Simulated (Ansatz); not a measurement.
# HfSi (model cell, started as CsCl type): a soft mode frozen in, part 3 of 3

Which phase does HfSi (model cell, started as CsCl type) fall into along its unstable mode, and how much energy does it gain?

Ansatz 0.2.0; DFT LDA, scalar-relativistic, plane waves, PAW.

So far. Step 5 (Energy along the mode, all amplitudes (two of the runs …): The lowest of the steps tried is at 0.22 Å, 19.0 meV/atom below the parent; the bottom of the well need not coincide with a step. Step 7 (The new phase in its own primitive cell): The largest force component left is 0.20 meV/Å and the pressure is 0.000 GPa, within the tolerances set. The cell now holds 16.19 Å³/atom. The relaxed cell has a, b, c = 6.032, 7.505, 2.861 Å (conventional setting).

The structure was built from a prototype and need not be the compound's stable phase.

### Step 8. Modes of the new phase, k-mesh 10×10×14

A relaxed structure may still be a saddle point, so its zone-centre modes are computed. No field response is asked, since the mesh shows no gap.

File input.yaml:

```yaml
crystal:
  lattice:
    - [3.0160816523, -3.7524563736, 0.0]
    - [3.0160816523, 3.7524563736, 0.0]
    - [0.0, 0.0, 2.860657669]
  atoms:
    - { symbol: Hf, position: [0.7132593248, 0.2867406752, 0.0] }
    - { symbol: Hf, position: [0.2867406752, 0.7132593248, 0.0] }
    - { symbol: Si, position: [0.795797109, 0.795797109, 0.5] }
    - { symbol: Si, position: [0.204202891, 0.204202891, 0.5] }
kpoints:
  mp_grid: { grid: [10, 10, 14] }
hamiltonian:
  xc: lda
scf:
  occupations: { method: methfessel_paxton, width: 0.2 }
output:
  eigenvalues: true
phonons:
  method: dfpt
```

Run with:

```
ansatz run input.yaml --threads 4 --pin off --max-ram 7168MiB --backend cpu --events-out ev --progress --plain --runs-dir out
```

Numbers of over 12 decimals in the logs are rounded to 6 here.

The program printed:

```text
zone centre: on kpoints.mp_grid the ground state, and the responses unless they are solved on pairs of k-points, stand on 416 of the mesh's 1400 k-points, reduced under 2 symmetry operations, with k and −k counted as one. Each operation leaves every solved displacement unchanged or reverses it
[...]
Crystal: 4 atoms, lattice volume = 64.752 Å³
Basis set: ecut = 420 eV, 1275 PW (Γ), exchange–correlation on 72×72×40 points (8 copies of the dense FFT grid, shifted against one another)
Bands: 36, of which v1, the nominal top of the filled ones, is band 30 counted from 1 (29 counted from 0)
Symmetry: 8 space group operations
k-points: 416 of 1400 (irreducible under 2 space group operations, time reversal used)
[...]
SCF iter   1: F=—  HF=-32173.213550 eV  |F-HF|=—  |Δ(HF+E_count)|=         —  Δρ=6.71e-3  dr2=2.34e-2  ethr=1.77e-3  ⟨swp⟩=5.3  Hψ=53166  notcnv=0
[...]
SCF iter  10: F=-32173.208117 eV  HF=-32173.208117 eV  |F-HF|=7.28e-12  |Δ(HF+E_count)|=  1.24e-10  S|Δr|=    0.00e0  Δρ=7.90e-8  dr2=6.25e-12  ethr=1.00e-12  ⟨swp⟩=7.7  Hψ=86143  notcnv=0
SCF 1 converged in 10 iterations: F = -32173.208117 eV  dr2 = 6.25e-12
[...]
DFPT response loops at Γ: preconditioner auto → Kerker (q_TF=auto, 2.694 Å⁻¹) (partly filled bands, converged f_vac=0.000); β = 1.00, the filter's whole step (`scf.mixing.beta` (0.50) is not read by the response loops under this deck's `scf.mixing.preconditioner`; to damp them name `kerker` or `kerker_dos`, under which they read `scf.mixing.beta`, and type it under 1.00, their step now; both keys bind the ground state too); Broyden in place of MSR1
SCF converged after 10 iterations
[...]
Free energy (F): -32173.208117 eV
[...]
Internal energy: -32173.209780 eV  (E = F + TS)
E sigma→0 (E₀):  -32173.208533 eV
Entropy (-TS):   0.001662 eV (0.416 meV/atom)
Fermi energy:    18.533519 eV
[...]
--- Band table (eV; the first three rows and the last of 416) ---
  k-point 0: bands = [... 26 lower, 15.8135, 16.1299, 16.5685, 16.7979, 21.4020, 21.7144, 21.7434, 22.0964, ... 2 higher]
  k-point 1: bands = [... 26 lower, 15.7137, 16.1866, 16.6261, 16.9058, 21.1884, 21.5633, 21.8021, 21.9835, ... 2 higher]
  k-point 2: bands = [... 26 lower, 15.7625, 16.3154, 16.7071, 17.3584, 20.8484, 20.9829, 21.0602, 21.2010, ... 2 higher]
  k-point 415: bands = [... 26 lower, 15.5949, 15.6231, 16.1959, 17.0387, 18.8342, 19.0480, 19.5000, 20.5301, ... 2 higher]
--- Phonons (Γ-DFPT): 6 representative perturbations + reference, on 416 of 1400 k-points (Σ response iterations 20) ---
  k mesh reduced under 2 symmetry operations, with k and −k counted as one. Each operation leaves every solved displacement unchanged or reverses it
  ASR residual: 3.088e-5 → 0.000e0 eV/Å²; symmetrization residual: 3.216e-6 eV/Å²
  ASR residual per site (eV/Å²): 2.32e-5 2.32e-5 3.09e-5 3.09e-5
  Γ frequencies (cm⁻¹): -38.20 0.00 0.00 0.00 100.74 129.35 164.99 172.69 225.16 294.70 305.74 372.56
  non-analytic LO–TO correction: not included (Born effective charges unavailable; polar crystals: no LO–TO splitting at Γ)
```

The job ended after 3.3 min (4 threads of Arm Neoverse V2, shared host; peak memory 3.1 GiB; 12 min of CPU time).

This step gave:

| Quantity | Value |
| --- | --- |
| sum-rule residual before enforcement | 3.09e-5 eV/Å² |
| point group | mmm |
| highest optical mode at the zone centre (no LO-TO term) | 372.6 cm⁻¹ |
| lowest optical zone-centre mode | -38.2 cm⁻¹ |

Patterns of degenerate modes are one choice out of their space. Modes at Γ, with each element's share of the kinetic energy (negative means imaginary):

| mode | frequency (cm⁻¹) | symmetry | Hf % | Si % |
| --- | --- | --- | --- | --- |
| 1 | -38.2 | B3g | 100 | 0 |
| 2 | 0.0 | acoustic | 86 | 14 |
| 3 | 0.0 | acoustic | 86 | 14 |
| 4 | 0.0 | acoustic | 86 | 14 |
| 5 | 100.7 | Ag | 96 | 4 |
| 6 | 129.3 | B1g | 91 | 9 |
| 7 | 165.0 | B1u | 14 | 86 |
| 8 | 172.7 | B2g | 0 | 100 |
| 9 | 225.2 | B3u | 14 | 86 |
| 10 | 294.7 | B2u | 14 | 86 |
| 11 | 305.7 | B1g | 9 | 91 |
| 12 | 372.6 | Ag | 4 | 96 |

Displacements in mode 1 (-38.2 cm⁻¹), the largest set to 1:
```
Hf1  0.00  0.00  1.00
Hf2  0.00  0.00 -1.00
Si3  0.00  0.00  0.00
Si4  0.00  0.00  0.00
```

Displacements in mode 9 (225.2 cm⁻¹), the largest set to 1:
```
Hf1 -0.16  0.00  0.00
Hf2 -0.16  0.00  0.00
Si3  1.00  0.00  0.00
Si4  1.00  0.00  0.00
```

Before it was imposed, the acoustic sum rule was missed by 3.1e-5 eV/Å². Small misses are needed for a sound result but don't prove that mesh and cutoff are converged. The lowest optical mode is imaginary, 38.2i cm⁻¹, so the energy falls along it.

### Step 9. The phases reached

The phases reached along the modes that were followed are set side by side.

Energies are those of the first relaxation, on the mesh of the frozen mode; space group, volume and gap are those of the last relaxation. Phases, by row:

| mode frozen in | space group | energy from parent (meV/atom) | volume (Å³/atom) | gap on mesh (eV) | lowest zone-centre optical mode (cm⁻¹) | largest shift (Å) |
| --- | --- | --- | --- | --- | --- | --- |
| parent | Pm-3m | 0 | 16.74 | 0 | – | – |
| q = (0, 0.25, 0.25), 97i cm⁻¹ | P4/mmm | -154.5 | 16.62 | 0 | 185 | 0 |
| q = (0, -0.5, -0.5), 89i cm⁻¹ | P4/mmm | -149.7 | 16.62 | 0 | 185 | 0 |
| q = (0, -0.5, -0.5), 89i cm⁻¹ | Cmmm | -225.7 | 16.19 | 0 | -38.2 | 0.276 |
| q = (0, -0.5, -0.5), 89i cm⁻¹ | Cmmm | -225.7 | 16.19 | 0 | -38.2 | 0.276 |

### Step 10. Summary of results

```
unstable mode of the parent                                                      : q = (0, -0.5, -0.5), 89i cm⁻¹
depth at the lowest point sampled                                                : 19.0 meV/atom
largest atomic shift at that point                                               : 0.22 Å
space group reached (within 0.01 Å)                                              : Cmmm
energy gained over the parent (first relaxation, on the mesh of the frozen mode) : 226 meV/atom
volume per atom, phase reached                                                   : 16.2 Å³
lowest optical zone-centre mode, phase reached                                   : -38.2 cm⁻¹
highest optical mode at the zone centre (no LO-TO term), phase reached           : 373 cm⁻¹
```

What this shows: Along this mode the structure falls into Cmmm, 226 meV/atom below the parent. At the parent's cell the well is 19.00 meV/atom deep on the steps tried, with its lowest point at a shift of 0.22 Å. Relaxing atoms and cell changes the gain by +206.66 meV/atom against the lowest step (energies at zero smearing). Most of the total comes from this relaxation. The new phase still has an imaginary mode at the zone centre of its cell, so it is a saddle point on the way to a lower structure. Of the 4 patterns followed to their end from this parent, this one reaches the lowest energy. Each path keeps the symmetry of its pattern, so a lower phase may lie along a pattern not tried. With no gap, or one that is small against the smearing, the frequencies hang on the k mesh and the smearing, most of all near Kohn anomalies. Spin-orbit coupling is left out, which can matter for the heavy elements here. The starting cell was built on a prototype and not taken from a measurement, so the phase need not exist.

[Logs are printed without paths, hosts, clocks, repeated set-up lines and the standing remarks that a program may print on its own settings, such as how far it seeks lower states.]

[Hosts, paths, dates, database ids (printed as entryN), source tags and the programs' standing remarks are cut or masked in the printed files.]
